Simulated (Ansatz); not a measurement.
**Mo wire along [100], 16 atoms a period: bands along the axis**

What gap, if any, does the Mo wire along [100], 16 atoms a period have, and how many channels would it open?

Program: Ansatz 0.2.0. Level of theory: DFT PBE, plane waves, PAW; relaxation of a wire's period; PAW set soft_1, in the first sound run; inputs show where later runs differ. Results are calculated unless marked as measured.

**1. The starting structure**

The cell holds 16 atoms: 16 Mo. Cell: a = 16.280 Å, b = 16.280 Å, c = 3.160 Å, α = 90.0°, β = 90.0°, γ = 90.0°. Vacuum lies along a and b. The structure's axis is c.

**2. Relaxation of atoms and period**

Band widths follow the bond lengths, so the wire is relaxed first. The atoms and the third cell vector are free; the box across stays fixed as vacuum. A Fermi-Dirac smearing is set since the result may be a metal. The pressure printed is a third of the stress's trace over the whole box, vacuum included; only the stress along the axis is relaxed.

File input.yaml:

```yaml
crystal:
  lattice:
    - [16.28, 0.0, 0.0]
    - [0.0, 16.28, 0.0]
    - [0.0, 0.0, 3.16]
  atoms:
    - { symbol: Mo, position: [0.208845209, 0.5, 0.0] }
    - { symbol: Mo, position: [0.402948403, 0.305896806, 0.0] }
    - { symbol: Mo, position: [0.402948403, 0.5, 0.0] }
    - { symbol: Mo, position: [0.402948403, 0.694103194, 0.0] }
    - { symbol: Mo, position: [0.597051597, 0.305896806, 0.0] }
    - { symbol: Mo, position: [0.597051597, 0.5, 0.0] }
    - { symbol: Mo, position: [0.597051597, 0.694103194, 0.0] }
    - { symbol: Mo, position: [0.791154791, 0.5, 0.0] }
    - { symbol: Mo, position: [0.305896806, 0.402948403, 0.5] }
    - { symbol: Mo, position: [0.305896806, 0.597051597, 0.5] }
    - { symbol: Mo, position: [0.5, 0.208845209, 0.5] }
    - { symbol: Mo, position: [0.5, 0.402948403, 0.5] }
    - { symbol: Mo, position: [0.5, 0.597051597, 0.5] }
    - { symbol: Mo, position: [0.5, 0.791154791, 0.5] }
    - { symbol: Mo, position: [0.694103194, 0.402948403, 0.5] }
    - { symbol: Mo, position: [0.694103194, 0.597051597, 0.5] }
kpoints:
  mp_grid: { grid: [1, 1, 26] }
scf:
  occupations: { method: fermi_dirac, width: 0.05 }
hamiltonian:
  xc: pbe
  pseudopotentials: { kind: paw, azcp: { folder: soft_1 } }
relax:
  cell: { fix: [a, b, alpha, beta, gamma] }
  max_steps: 45
  f_tol: 0.03
```

Launch:

```sh
ansatz run input.yaml --threads 4 --pin off --max-ram 16384MiB --backend cpu --events-out ev --progress --plain --runs-dir out
```

Numbers of over 12 decimals in the logs are rounded to 6 here.

Log:

```text
Engine: ansatz 0.2.0, x86_64-unknown-linux-gnu
Pseudopotentials: kind: paw
Pseudopotential: Mo, paw, valence charge 14, recommended cutoff 420 eV (normal), soft_1/Mo.paw.azcp
Functional definition: PBE
  parameter kappa = 0.804
  parameter beta = 0.066725
  exchange = pbe_x(kappa = kappa, mu = beta*pi^2/3)
  correlation = pbe_c(beta = beta)
Crystal: 16 atoms, lattice volume = 837.521 Å³
Basis set: ecut = 420 eV, 16427 PW (Γ), exchange–correlation on 240×240×48 points (8 copies of the dense FFT grid, shifted against one another)
Bands: 135, of which v1, the nominal top of the filled ones, is band 112 counted from 1 (111 counted from 0)
Symmetry: 16 space group operations
Space group: P42/mmc (ITA 131), of the structure as read, at distance tolerance 9.4e-5 Å
k-points: 14 of 26
Non-local potential: Mo, projectors of the file, l = 0: 3, l = 1: 2, l = 2: 2, l = 3: 1
PAW form: soft (Blöchl's): semilocal exchange-correlation on the pseudo side does not see the compensation charge
PAW one-centre angular grid: Mo, 590 points (default); XC on 64 Gauss nodes
Initial density: superposition of atomic densities (neutral atoms: chi_scale 0, normalization atom)
Initial wavefunctions: pseudopotential atomic-orbital guess
Functional: x = pbe(κ = 0.804, μ = 0.219515), c = pbe(β = 0.066725)
SCF iter   1: F=—  HF=-79292.021130 eV  |F-HF|=—  |Δ(HF+E_count)|=         —  Δρ=5.90e-2  dr2=1.17e2  ethr=3.10e-3  ⟨swp⟩=9.6  Hψ=8818  notcnv=0
preconditioner: auto → LDOS  [metal: Δε(μ)=0.026 eV  Ē_g=3.923 eV  σ=0.050 eV  W_gap=0.13  n_scr=142 (ndim 8)  ℏωp=12.6 eV  f_vac=0.556  D(μ)=19.31/eV (n_scr^D=98)  β→1.0]
SCF iter   2: F=—  HF=-79284.821706 eV  |F-HF|=—  |Δ(HF+E_count)|=    7.20e0  Δρ=4.98e-2  dr2=9.25e1  ethr=3.10e-3  ⟨swp⟩=4.5  Hψ=5456  notcnv=0  defer=20
SCF iter   3: F=—  HF=-79277.038701 eV  |F-HF|=—  |Δ(HF+E_count)|=    7.78e0  Δρ=1.27e-2  dr2=4.49e0  ethr=3.10e-3  ⟨swp⟩=4.0  Hψ=4935  notcnv=0  defer=18
SCF iter   4: F=—  HF=-79276.502537 eV  |F-HF|=—  |Δ(HF+E_count)|=   5.36e-1  Δρ=4.11e-3  dr2=3.10e-1  ethr=2.00e-3  ⟨swp⟩=2.4  Hψ=3139  notcnv=0  defer=17
SCF iter   5: F=—  HF=-79276.494375 eV  |F-HF|=—  |Δ(HF+E_count)|=   8.16e-3  Δρ=1.61e-3  dr2=5.23e-2  ethr=1.38e-4  ⟨swp⟩=3.3  Hψ=3879  notcnv=0  defer=17
SCF iter   6: F=—  HF=-79276.490627 eV  |F-HF|=—  |Δ(HF+E_count)|=   3.75e-3  Δρ=5.50e-4  dr2=4.63e-3  ethr=2.33e-5  ⟨swp⟩=2.4  Hψ=3161  notcnv=0  defer=17
SCF iter   7: F=—  HF=-79276.491256 eV  |F-HF|=—  |Δ(HF+E_count)|=   6.29e-4  Δρ=2.09e-4  dr2=6.59e-4  ethr=2.07e-6  ⟨swp⟩=3.5  Hψ=3821  notcnv=0  defer=17
SCF iter   8: F=—  HF=-79276.491353 eV  |F-HF|=—  |Δ(HF+E_count)|=   9.66e-5  Δρ=6.89e-5  dr2=5.03e-5  ethr=2.94e-7  ⟨swp⟩=2.0  Hψ=2554  notcnv=0  defer=17
SCF iter   9: F=—  HF=-79276.491427 eV  |F-HF|=—  |Δ(HF+E_count)|=   7.41e-5  Δρ=1.90e-5  dr2=3.96e-6  ethr=2.25e-8  ⟨swp⟩=2.4  Hψ=2703  notcnv=0  defer=17
SCF iter  10: F=—  HF=-79276.491430 eV  |F-HF|=—  |Δ(HF+E_count)|=   3.08e-6  Δρ=6.12e-6  dr2=5.71e-7  ethr=1.77e-9  ⟨swp⟩=3.0  Hψ=3773  notcnv=0  defer=17
SCF iter  11: F=-79276.491431 eV  HF=-79276.491431 eV  |F-HF|=4.73e-8  |Δ(HF+E_count)|=   2.66e-7  Δρ=1.92e-6  dr2=3.32e-8  ethr=4.46e-11  ⟨swp⟩=5.4  Hψ=6926  notcnv=0
SCF 1 converged in 11 iterations: F = -79276.491431 eV  dr2 = 3.32e-8
  greatest PAW one-centre occupation: 0.999 electrons in one spin orbital (limit 2), on the Mo atom at site 5 (counted from 0), in its partial waves of l = 0
relax step   1: F+E_penalty+E_count = -79276.49143064 eV  Δ(F+E_penalty+E_count) = +0.000e0 eV  max|allowed force component| = 2.472e0 eV/Å  Δτ_max = 0.0000 Å  P = -5.466 GPa  Ω = 837.521 Å³  fix = [a, b, alpha, beta, gamma]  reactions: a -4.939, b -4.939 GPa  (11 SCF iters, dr2 threshold 1.00e-7 eV, accepted)
Crystal: 16 atoms, lattice volume = 811.039 Å³
Basis set: ecut = 420 eV, 15779 PW (Γ), exchange–correlation on 240×240×48 points (8 copies of the dense FFT grid, shifted against one another)
Initial density: handed on by an earlier stage of this run
Initial wavefunctions: those handed on with the density
iter 1 solved again at ethr=1.58e-3 eV; its pass at ethr=3.10e-3 eV (dr2=3.54e0 eV) is discarded
SCF iter   1: F=—  HF=-79278.631876 eV  |F-HF|=—  |Δ(HF+E_count)|=         —  Δρ=1.28e-2  dr2=3.59e0  ethr=1.58e-3  ⟨swp⟩=1.4  Hψ=11354  notcnv=0
preconditioner: auto → LDOS  [metal: Δε(μ)=0.026 eV  Ē_g=3.691 eV  σ=0.050 eV  W_gap=0.13  n_scr=126 (ndim 8)  ℏωp=12.8 eV  f_vac=0.584  D(μ)=19.68/eV (n_scr^D=106)  β→1.0]
SCF iter   2: F=—  HF=-79278.634766 eV  |F-HF|=—  |Δ(HF+E_count)|=   2.89e-3  Δρ=7.69e-3  dr2=1.55e0  ethr=1.58e-3  ⟨swp⟩=3.3  Hψ=3109  notcnv=0
SCF iter   3: F=—  HF=-79278.426696 eV  |F-HF|=—  |Δ(HF+E_count)|=   2.08e-1  Δρ=2.90e-3  dr2=2.11e-1  ethr=6.93e-4  ⟨swp⟩=3.1  Hψ=3363  notcnv=0  defer=29
SCF iter   4: F=—  HF=-79278.391925 eV  |F-HF|=—  |Δ(HF+E_count)|=   3.48e-2  Δρ=5.98e-4  dr2=8.09e-3  ethr=9.44e-5  ⟨swp⟩=2.9  Hψ=3534  notcnv=0  defer=29
SCF iter   5: F=—  HF=-79278.392005 eV  |F-HF|=—  |Δ(HF+E_count)|=   8.03e-5  Δρ=1.69e-4  dr2=7.36e-4  ethr=3.61e-6  ⟨swp⟩=2.2  Hψ=2725  notcnv=0  defer=29
SCF iter   6: F=—  HF=-79278.392126 eV  |F-HF|=—  |Δ(HF+E_count)|=   1.21e-4  Δρ=5.63e-5  dr2=4.50e-5  ethr=3.29e-7  ⟨swp⟩=2.3  Hψ=2892  notcnv=0  defer=29
SCF iter   7: F=—  HF=-79278.392142 eV  |F-HF|=—  |Δ(HF+E_count)|=   1.64e-5  Δρ=2.16e-5  dr2=7.66e-6  ethr=2.01e-8  ⟨swp⟩=3.0  Hψ=3568  notcnv=0  defer=29
SCF iter   8: F=-79278.392143 eV  HF=-79278.392143 eV  |F-HF|=2.27e-7  |Δ(HF+E_count)|=   7.92e-7  Δρ=6.65e-6  dr2=5.00e-7  ethr=7.14e-10  ⟨swp⟩=5.4  Hψ=7127  notcnv=0
SCF 2 converged in 8 iterations: F = -79278.392143 eV  dr2 = 5.00e-7
  greatest PAW one-centre occupation: 0.999 electrons in one spin orbital (limit 2), on the Mo atom at site 12 (counted from 0), in its partial waves of l = 0
relax step   2: F+E_penalty+E_count = -79278.39214311 eV  Δ(F+E_penalty+E_count) = -1.901e0 eV  max|allowed force component| = 7.471e-1 eV/Å  Δτ_max = 0.1950 Å  P = -0.021 GPa  Ω = 811.039 Å³  energy of the carried Pulay correction = +1.837e-3 eV  fix = [a, b, alpha, beta, gamma]  reactions: a -0.360, b -0.360 GPa  (8 SCF iters, dr2 threshold 1.60e-6 eV, accepted)
Crystal: 16 atoms, lattice volume = 822.564 Å³
Basis set: ecut = 420 eV, 16139 PW (Γ), exchange–correlation on 240×240×48 points (8 copies of the dense FFT grid, shifted against one another)
iter 1 solved again at ethr=8.59e-4 eV; its pass at ethr=3.10e-3 eV (dr2=1.92e0 eV) is discarded
SCF iter   1: F=—  HF=-79278.583708 eV  |F-HF|=—  |Δ(HF+E_count)|=         —  Δρ=8.14e-3  dr2=1.96e0  ethr=8.59e-4  ⟨swp⟩=2.1  Hψ=9721  notcnv=0
preconditioner: auto → LDOS  [metal: Δε(μ)=0.004 eV  Ē_g=3.695 eV  σ=0.050 eV  W_gap=0.02  n_scr=126 (ndim 8)  ℏωp=12.7 eV  f_vac=0.592  D(μ)=17.59/eV (n_scr^D=80)  β→1.0]
SCF iter   2: F=—  HF=-79278.480412 eV  |F-HF|=—  |Δ(HF+E_count)|=   1.03e-1  Δρ=1.89e-3  dr2=5.71e-2  ethr=8.59e-4  ⟨swp⟩=2.7  Hψ=2753  notcnv=0
SCF iter   3: F=—  HF=-79278.473663 eV  |F-HF|=—  |Δ(HF+E_count)|=   6.75e-3  Δρ=1.00e-3  dr2=1.67e-2  ethr=2.55e-5  ⟨swp⟩=3.1  Hψ=4172  notcnv=0
SCF iter   4: F=—  HF=-79278.470375 eV  |F-HF|=—  |Δ(HF+E_count)|=   3.29e-3  Δρ=2.56e-4  dr2=1.53e-3  ethr=7.45e-6  ⟨swp⟩=2.1  Hψ=2740  notcnv=0
SCF iter   5: F=—  HF=-79278.470407 eV  |F-HF|=—  |Δ(HF+E_count)|=   3.27e-5  Δρ=9.31e-5  dr2=2.38e-4  ethr=6.85e-7  ⟨swp⟩=2.6  Hψ=3274  notcnv=0  defer=1
SCF iter   6: F=—  HF=-79278.470402 eV  |F-HF|=—  |Δ(HF+E_count)|=   5.49e-6  Δρ=3.38e-5  dr2=2.71e-5  ethr=1.06e-7  ⟨swp⟩=2.4  Hψ=2842  notcnv=0  defer=1
SCF iter   7: F=—  HF=-79278.470404 eV  |F-HF|=—  |Δ(HF+E_count)|=   2.24e-6  Δρ=1.06e-5  dr2=3.29e-6  ethr=1.21e-8  ⟨swp⟩=2.6  Hψ=2892  notcnv=0  defer=1
SCF iter   8: F=-79278.470405 eV  HF=-79278.470405 eV  |F-HF|=4.65e-8  |Δ(HF+E_count)|=   8.66e-7  Δρ=3.53e-6  dr2=2.11e-7  ethr=7.14e-10  ⟨swp⟩=5.1  Hψ=6173  notcnv=0
SCF 3 converged in 8 iterations: F = -79278.470405 eV  dr2 = 2.11e-7
relax step   3: F+E_penalty+E_count = -79278.47040483 eV  Δ(F+E_penalty+E_count) = -7.826e-2 eV  max|allowed force component| = 2.957e-1 eV/Å  Δτ_max = 0.0719 Å  P = +0.277 GPa  Ω = 822.564 Å³  energy of the carried Pulay correction = +1.031e-3 eV  fix = [a, b, alpha, beta, gamma]  reactions: a +0.655, b +0.655 GPa  (8 SCF iters, dr2 threshold 1.60e-6 eV, accepted)
Crystal: 16 atoms, lattice volume = 817.434 Å³
Basis set: ecut = 420 eV, 15995 PW (Γ), exchange–correlation on 240×240×48 points (8 copies of the dense FFT grid, shifted against one another)
iter 1 solved again at ethr=8.51e-5 eV; its pass at ethr=3.10e-3 eV (dr2=1.91e-1 eV) is discarded
SCF iter   1: F=—  HF=-79278.529257 eV  |F-HF|=—  |Δ(HF+E_count)|=         —  Δρ=2.59e-3  dr2=1.86e-1  ethr=8.51e-5  ⟨swp⟩=2.6  Hψ=9530  notcnv=0
preconditioner: auto → LDOS  [metal: Δε(μ)=0.070 eV  Ē_g=3.662 eV  σ=0.050 eV  W_gap=0.34  n_scr=126 (ndim 8)  ℏωp=12.7 eV  f_vac=0.586  D(μ)=15.14/eV (n_scr^D=68)  β→1.0]
SCF iter   2: F=—  HF=-79278.522164 eV  |F-HF|=—  |Δ(HF+E_count)|=   7.09e-3  Δρ=1.10e-3  dr2=4.00e-2  ethr=8.32e-5  ⟨swp⟩=2.3  Hψ=2883  notcnv=0
SCF iter   3: F=—  HF=-79278.520204 eV  |F-HF|=—  |Δ(HF+E_count)|=   1.96e-3  Δρ=6.13e-4  dr2=1.06e-2  ethr=1.79e-5  ⟨swp⟩=3.0  Hψ=3273  notcnv=0
SCF iter   4: F=—  HF=-79278.518360 eV  |F-HF|=—  |Δ(HF+E_count)|=   1.84e-3  Δρ=1.15e-4  dr2=2.16e-4  ethr=4.72e-6  ⟨swp⟩=3.1  Hψ=3216  notcnv=0
SCF iter   5: F=—  HF=-79278.518418 eV  |F-HF|=—  |Δ(HF+E_count)|=   5.86e-5  Δρ=3.43e-5  dr2=1.89e-5  ethr=9.63e-8  ⟨swp⟩=2.4  Hψ=3167  notcnv=0
SCF iter   6: F=—  HF=-79278.518424 eV  |F-HF|=—  |Δ(HF+E_count)|=   5.48e-6  Δρ=1.19e-5  dr2=2.87e-6  ethr=8.42e-9  ⟨swp⟩=2.7  Hψ=3214  notcnv=0
SCF iter   7: F=-79278.518424 eV  HF=-79278.518424 eV  |F-HF|=2.98e-8  |Δ(HF+E_count)|=   2.43e-7  Δρ=3.01e-6  dr2=1.09e-7  ethr=7.14e-10  ⟨swp⟩=5.1  Hψ=6623  notcnv=0
SCF 4 converged in 7 iterations: F = -79278.518424 eV  dr2 = 1.09e-7
relax step   4: F+E_penalty+E_count = -79278.51842409 eV  Δ(F+E_penalty+E_count) = -4.802e-2 eV  max|allowed force component| = 1.293e-1 eV/Å  Δτ_max = 0.0287 Å  P = -0.045 GPa  Ω = 817.434 Å³  energy of the carried Pulay correction = +1.388e-3 eV  fix = [a, b, alpha, beta, gamma]  reactions: a -0.027, b -0.027 GPa  (7 SCF iters, dr2 threshold 1.60e-6 eV, accepted)
Crystal: 16 atoms, lattice volume = 816.843 Å³
iter 1 solved again at ethr=1.86e-6 eV; its pass at ethr=3.10e-3 eV (dr2=4.16e-3 eV) is discarded
SCF iter   1: F=—  HF=-79278.523417 eV  |F-HF|=—  |Δ(HF+E_count)|=         —  Δρ=7.85e-4  dr2=4.39e-3  ethr=1.86e-6  ⟨swp⟩=3.6  Hψ=8141  notcnv=0
preconditioner: auto → LDOS  [metal: Δε(μ)=0.025 eV  Ē_g=3.672 eV  σ=0.050 eV  W_gap=0.13  n_scr=126 (ndim 8)  ℏωp=12.7 eV  f_vac=0.586  D(μ)=15.51/eV (n_scr^D=68)  β→1.0]
SCF iter   2: F=—  HF=-79278.523302 eV  |F-HF|=—  |Δ(HF+E_count)|=   1.14e-4  Δρ=3.41e-4  dr2=1.95e-3  ethr=1.86e-6  ⟨swp⟩=2.1  Hψ=2610  notcnv=0
SCF iter   3: F=—  HF=-79278.523107 eV  |F-HF|=—  |Δ(HF+E_count)|=   1.95e-4  Δρ=1.36e-4  dr2=3.39e-4  ethr=8.70e-7  ⟨swp⟩=3.1  Hψ=3835  notcnv=0
SCF iter   4: F=—  HF=-79278.523088 eV  |F-HF|=—  |Δ(HF+E_count)|=   1.95e-5  Δρ=3.22e-5  dr2=1.22e-5  ethr=1.51e-7  ⟨swp⟩=2.3  Hψ=2801  notcnv=0
SCF iter   5: F=—  HF=-79278.523088 eV  |F-HF|=—  |Δ(HF+E_count)|=   4.16e-7  Δρ=1.01e-5  dr2=1.48e-6  ethr=5.45e-9  ⟨swp⟩=2.2  Hψ=3186  notcnv=0
SCF iter   6: F=-79278.523089 eV  HF=-79278.523089 eV  |F-HF|=3.89e-9  |Δ(HF+E_count)|=   4.89e-7  Δρ=4.19e-6  dr2=2.69e-7  ethr=4.67e-10  ⟨swp⟩=5.1  Hψ=6490  notcnv=0
SCF 5 converged in 6 iterations: F = -79278.523089 eV  dr2 = 2.69e-7
relax step   5: F+E_penalty+E_count = -79278.52308878 eV  Δ(F+E_penalty+E_count) = -4.665e-3 eV  max|allowed force component| = 2.810e-2 eV/Å  Δτ_max = 0.0105 Å  P = +0.031 GPa  Ω = 816.843 Å³  energy of the carried Pulay correction = +1.430e-3 eV  fix = [a, b, alpha, beta, gamma]  reactions: a +0.007, b +0.007 GPa  (6 SCF iters, dr2 threshold 1.05e-6 eV, accepted)
Crystal: 16 atoms, lattice volume = 817.219 Å³
iter 1 solved again at ethr=1.48e-7 eV; its pass at ethr=3.10e-3 eV (dr2=3.32e-4 eV) is discarded
SCF iter   1: F=—  HF=-79278.523283 eV  |F-HF|=—  |Δ(HF+E_count)|=         —  Δρ=1.34e-4  dr2=3.31e-4  ethr=1.48e-7  ⟨swp⟩=3.1  Hψ=8964  notcnv=0
preconditioner: auto → LDOS  [metal: Δε(μ)=0.024 eV  Ē_g=3.669 eV  σ=0.050 eV  W_gap=0.12  n_scr=126 (ndim 8)  ℏωp=12.7 eV  f_vac=0.585  D(μ)=15.46/eV (n_scr^D=68)  β→1.0]
SCF iter   2: F=—  HF=-79278.523275 eV  |F-HF|=—  |Δ(HF+E_count)|=   8.23e-6  Δρ=7.42e-5  dr2=1.63e-4  ethr=1.48e-7  ⟨swp⟩=2.1  Hψ=2780  notcnv=0
SCF iter   3: F=—  HF=-79278.523258 eV  |F-HF|=—  |Δ(HF+E_count)|=   1.69e-5  Δρ=3.19e-5  dr2=2.98e-5  ethr=7.28e-8  ⟨swp⟩=2.4  Hψ=3346  notcnv=0
SCF iter   4: F=—  HF=-79278.523258 eV  |F-HF|=—  |Δ(HF+E_count)|=   2.16e-7  Δρ=7.29e-6  dr2=1.40e-6  ethr=1.33e-8  ⟨swp⟩=2.8  Hψ=3287  notcnv=0
SCF iter   5: F=—  HF=-79278.523277 eV  |F-HF|=—  |Δ(HF+E_count)|=   1.88e-5  Δρ=2.49e-6  dr2=1.42e-7  ethr=6.24e-10  ⟨swp⟩=2.1  Hψ=2865  notcnv=0
SCF iter   6: F=-79278.523277 eV  HF=-79278.523277 eV  |F-HF|=5.12e-9  |Δ(HF+E_count)|=   1.23e-8  Δρ=6.78e-7  dr2=1.39e-8  ethr=6.98e-12  ⟨swp⟩=4.1  Hψ=7850  notcnv=0
SCF 6 converged in 6 iterations: F = -79278.523277 eV  dr2 = 1.39e-8
relax step   6: F+E_penalty+E_count = -79278.52327667 eV  Δ(F+E_penalty+E_count) = -1.879e-4 eV  max|allowed force component| = 6.777e-3 eV/Å  Δτ_max = 0.0015 Å  P = -0.018 GPa  Ω = 817.219 Å³  energy of the carried Pulay correction = +1.403e-3 eV  fix = [a, b, alpha, beta, gamma]  reactions: a -0.027, b -0.027 GPa  (6 SCF iters, dr2 threshold 1.56e-8 eV, accepted)
Initial wavefunctions: pseudopotential atomic-orbital guess (no wavefunctions were taken with the density)
iter 1 solved again at ethr=6.59e-7 eV; its pass at ethr=3.10e-3 eV (dr2=1.48e-3 eV) is discarded
SCF iter   1: F=—  HF=-79278.521593 eV  |F-HF|=—  |Δ(HF+E_count)|=         —  Δρ=3.47e-5  dr2=1.59e-6  ethr=6.59e-7  ⟨swp⟩=4.4  Hψ=14143  notcnv=0
eigensolver tolerance schedule: the retry pair's looser diagonalisation over-reported the residual by 927.36 of it (diagonalisation noise at 0.25 of the residual, at the tolerance the schedule requests for it); recorded, not acted on — ethr = c·dr2/N_el stays at c = 1.0e-1
SCF iter   2: F=—  HF=-79278.521615 eV  |F-HF|=—  |Δ(HF+E_count)|=   2.13e-5  Δρ=6.62e-6  dr2=2.73e-7  ethr=7.09e-10  ⟨swp⟩=3.6  Hψ=4567  notcnv=0
SCF iter   3: F=—  HF=-79278.521615 eV  |F-HF|=—  |Δ(HF+E_count)|=   5.21e-8  Δρ=2.40e-6  dr2=1.39e-7  ethr=1.22e-10  ⟨swp⟩=2.4  Hψ=3542  notcnv=0
SCF iter   4: F=—  HF=-79278.521615 eV  |F-HF|=—  |Δ(HF+E_count)|=   2.07e-8  Δρ=6.47e-7  dr2=4.28e-9  ethr=6.21e-11  ⟨swp⟩=3.1  Hψ=3454  notcnv=0
SCF iter   5: F=—  HF=-79278.521615 eV  |F-HF|=—  |Δ(HF+E_count)|=  7.86e-10  Δρ=1.61e-7  dr2=5.72e-10  ethr=1.91e-12  ⟨swp⟩=2.8  Hψ=3928  notcnv=0
SCF iter   6: F=—  HF=-79278.521615 eV  |F-HF|=—  |Δ(HF+E_count)|=  1.46e-11  Δρ=7.96e-8  dr2=2.67e-10  ethr=1.00e-12  ⟨swp⟩=4.9  Hψ=6729  notcnv=0
SCF iter   7: F=-79278.521615 eV  HF=-79278.521615 eV  |F-HF|=1.31e-10  |Δ(HF+E_count)|=  4.37e-11  Δρ=2.51e-8  dr2=1.80e-11  ethr=1.00e-12  ⟨swp⟩=4.3  Hψ=5522  notcnv=0
SCF 7 converged in 7 iterations: F = -79278.521615 eV  dr2 = 1.80e-11
relax step   7: F+E_penalty+E_count = -79278.52161455 eV  Δ(F+E_penalty+E_count) = +1.662e-3 eV  max|allowed force component| = 6.768e-3 eV/Å  Δτ_max = 0.0000 Å  P = -0.016 GPa  Ω = 817.219 Å³  fix = [a, b, alpha, beta, gamma]  reactions: a -0.024, b -0.024 GPa  stress off target by 1.34e-3 GPa on what of the cell is left free  SCF on the basis re-selected at this cell (its energy is not comparable with the rows above)  (7 SCF iters)
basis re-selected at this cell: Δ(F+E_penalty+E_count) = +1.662e-3 eV, ΔP = +0.002 GPa vs the last step (what re-selecting the basis moved, of the pressure what is left beyond the Pulay correction that the steps carried, after the strain that the cell walked since its last selection, with what the two solves' SCF thresholds leave and, on support functions, any second-order correction that the steps lacked; it is no m [...]
SCF converged after 7 iterations
Free energy (F): -79278.521615 eV
Harris-Foulkes:  -79278.521615 eV  (|F-HF|=1.31e-10)
Internal energy: -79278.388297 eV  (E = F + TS)
E sigma→0 (E₀):  -79278.454956 eV
Entropy (-TS):   -0.133318 eV (-8.332 meV/atom)
Fermi energy:    3.688171 eV
--- Per-component energies (eV) ---
  E_band       = -4748.130850
  E_kinetic    = 6753.714355
  E_local      = -146955.039215  (includes V_loc(G=0)·N_el)
  E_nonlocal   = 2395.542644
  E_hartree    = 69560.518513
  E_xc         = -2804.645193
  E_vxc        = -3494.598317  (∫ρ·V_xc dr)
  E_paw        = -51397.307936  (= ΣΔE_a)
  E_vpaw       = -2568.789437  (= ΣTr[D̂ρ^β])
  E_aug_tail   = 0.000781  (compensation charges beyond the density's cutoff)
  E_ewald      = 43168.827754
  E_smearing   = -0.133318  (= −TS)
  E_closure    = -0.000000  (closes the sum)
  Σ components = -79278.521615   (vs F -79278.521615, Δ=0.00e0)
--- Forces (eV/Å), atoms counted from 1 ---
  atom   1  Mo     0.00139304     0.00000000     0.00000000
  atom   2  Mo     0.00043551     0.00149393     0.00000000
  atom   3  Mo    -0.00676783     0.00000000     0.00000000
  atom   4  Mo     0.00043551    -0.00149393     0.00000000
  atom   5  Mo    -0.00043551     0.00149393     0.00000000
  atom   6  Mo     0.00676783     0.00000000     0.00000000
  atom   7  Mo    -0.00043551    -0.00149393     0.00000000
  atom   8  Mo    -0.00139304     0.00000000     0.00000000
  atom   9  Mo     0.00149393     0.00043551     0.00000000
  atom  10  Mo     0.00149393    -0.00043551     0.00000000
  atom  11  Mo     0.00000000     0.00139304     0.00000000
  atom  12  Mo     0.00000000    -0.00676783     0.00000000
  atom  13  Mo     0.00000000     0.00676783     0.00000000
  atom  14  Mo     0.00000000    -0.00139304     0.00000000
  atom  15  Mo    -0.00149393     0.00043551     0.00000000
  atom  16  Mo    -0.00149393    -0.00043551     0.00000000
  max |Σ_I F_I| component: 5.96e-19 eV/Å
--- Stress (GPa, compression-positive) ---
       -0.024427       0.000000       0.000000
        0.000000      -0.024427       0.000000
        0.000000       0.000000       0.001340
  P = ⅓ Tr σ = -0.0158 GPa (-0.158 kbar)
--- Relaxed structure (6 steps of the walk, 6 accepted, 1 SCFs on fresh bases) ---
  F+E_penalty+E_count = -79278.52161455 eV   max|allowed force component| = 6.768e-3 eV/Å   (the final SCF, on the basis selected at the relaxed cell)
  cell:  # Å, volume = 817.2193 Å³
    - [16.28, 0.0, 0.0]
    - [0.0, 16.28, 0.0]
    - [0.0, 0.0, 3.083400]
  atoms:
    - { symbol: Mo, position: [0.224835, 0.5, 0.0] }
    - { symbol: Mo, position: [0.405174, 0.307801, 0.0] }
    - { symbol: Mo, position: [0.403105, 0.5, 0.0] }
    - { symbol: Mo, position: [0.405174, 0.692199, 0.0] }
    - { symbol: Mo, position: [0.594826, 0.307801, 0.0] }
    - { symbol: Mo, position: [0.596895, 0.5, 0.0] }
    - { symbol: Mo, position: [0.594826, 0.692199, 0.0] }
    - { symbol: Mo, position: [0.775165, 0.5, 0.0] }
    - { symbol: Mo, position: [0.307801, 0.405174, 0.500000] }
    - { symbol: Mo, position: [0.307801, 0.594826, 0.500000] }
    - { symbol: Mo, position: [0.5, 0.224835, 0.500000] }
    - { symbol: Mo, position: [0.5, 0.403105, 0.500000] }
    - { symbol: Mo, position: [0.5, 0.596895, 0.500000] }
    - { symbol: Mo, position: [0.5, 0.775165, 0.500000] }
    - { symbol: Mo, position: [0.692199, 0.405174, 0.500000] }
    - { symbol: Mo, position: [0.692199, 0.594826, 0.500000] }
```

Run time: 2.6 min. Hardware: 4 threads of Intel Xeon Platinum 8488C (Sapphire Rapids), shared host; peak memory 3 GiB.

(Part 1 of 2 ends here.)

[Logs are printed without paths, hosts, clocks, repeated set-up lines and the standing remarks that a program may print on its own settings, such as how far it seeks lower states.]

[Hosts, paths, dates, database ids (printed as entryN), source tags and the programs' standing remarks are cut or masked in the printed files.]
